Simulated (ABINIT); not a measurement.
An input for ABINIT 10.8.3 (KNaMg2F6 (Fm-3m)):

```
acell 3*1.0 Angstrom
rprim 
  -0.000000000000 4.007551000000 4.007551000000
  4.007551000000 -0.000000000000 4.007551000000
  4.007551000000 4.007551000000 -0.000000000000
ntypat 4
znucl 19 11 12 9
natom 10
typat 1 2 3 3 4 4 4 4 4 4
xred 
  0.000000000000 0.000000000000 0.000000000000
  0.500000000000 0.500000000000 0.500000000000
  0.250000000000 0.250000000000 0.250000000000
  0.750000000000 0.750000000000 0.750000000000
  0.500000000000 0.500000000000 0.000000000000
  0.000000000000 0.000000000000 0.500000000000
  0.500000000000 0.000000000000 0.500000000000
  0.000000000000 0.500000000000 0.000000000000
  0.000000000000 0.500000000000 0.500000000000
  0.500000000000 0.000000000000 0.000000000000
pp_dirpath "pseudos"
pseudos "K.upf, Na.upf, Mg.upf, F.upf"
ecut 38
ngkpt 4 4 4
nshiftk 1
shiftk 0.11 0.21 0.31
kptopt 3
chksymbreak 0
istwfk *1
occopt 1
irdwfk 1
optdriver 99
bs_calctype 1
mbpt_sciss 4.481 eV
bs_loband 23
nband 46
bs_exchange_term 1
bs_coulomb_term 21
bs_coupling 0
bs_algorithm 2
bs_freq_mesh 0 17 0.1 eV
zcut 0.15 eV
ecuteps 3
ecutwfn 19
inclvkb 2
mdf_epsinf 1.96
irdden 1
bs_haydock_niter 300
bs_haydock_tol -0.02 0
indata_prefix "in"
outdata_prefix "out"
tmpdata_prefix "tmp"
```

```sh
OMP_NUM_THREADS=1 mpirun -n 4 abinit run.abi > log
```

Q: How long will it take on 4 MPI ranks of Arm Neoverse V1, shared host, and how much memory?

It took 36 min; on shared hardware allow 18 min to 71 min. Peak host memory was 4.5 GiB.

The kernel grows as the square of the matrix size, and full diagonalisation as its cube.

[Paths, hosts, dates, memory and timing lines, banners, echoed tables and standing remarks are left out of the program output.]

[Logs are printed without paths, hosts, clocks, repeated set-up lines and the standing remarks that a program may print on its own settings, such as how far it seeks lower states.]

[Runs of the session that timed out or met a known fault of the program may be left out.]

[Hosts, paths, dates, database ids (printed as entryN), source tags and the programs' standing remarks are cut or masked in the printed files.]

[G0W0 gaps are taken among the corrected bands and points alone; a level outside them can change the order at an edge.]

[Where Ansatz stands beside ABINIT at settings called matched, ABINIT's density can come from a denser mesh and the files from another edition; pairs whose starting gaps differed by over 0.03 eV were left out, so agreement reads better than it is.]
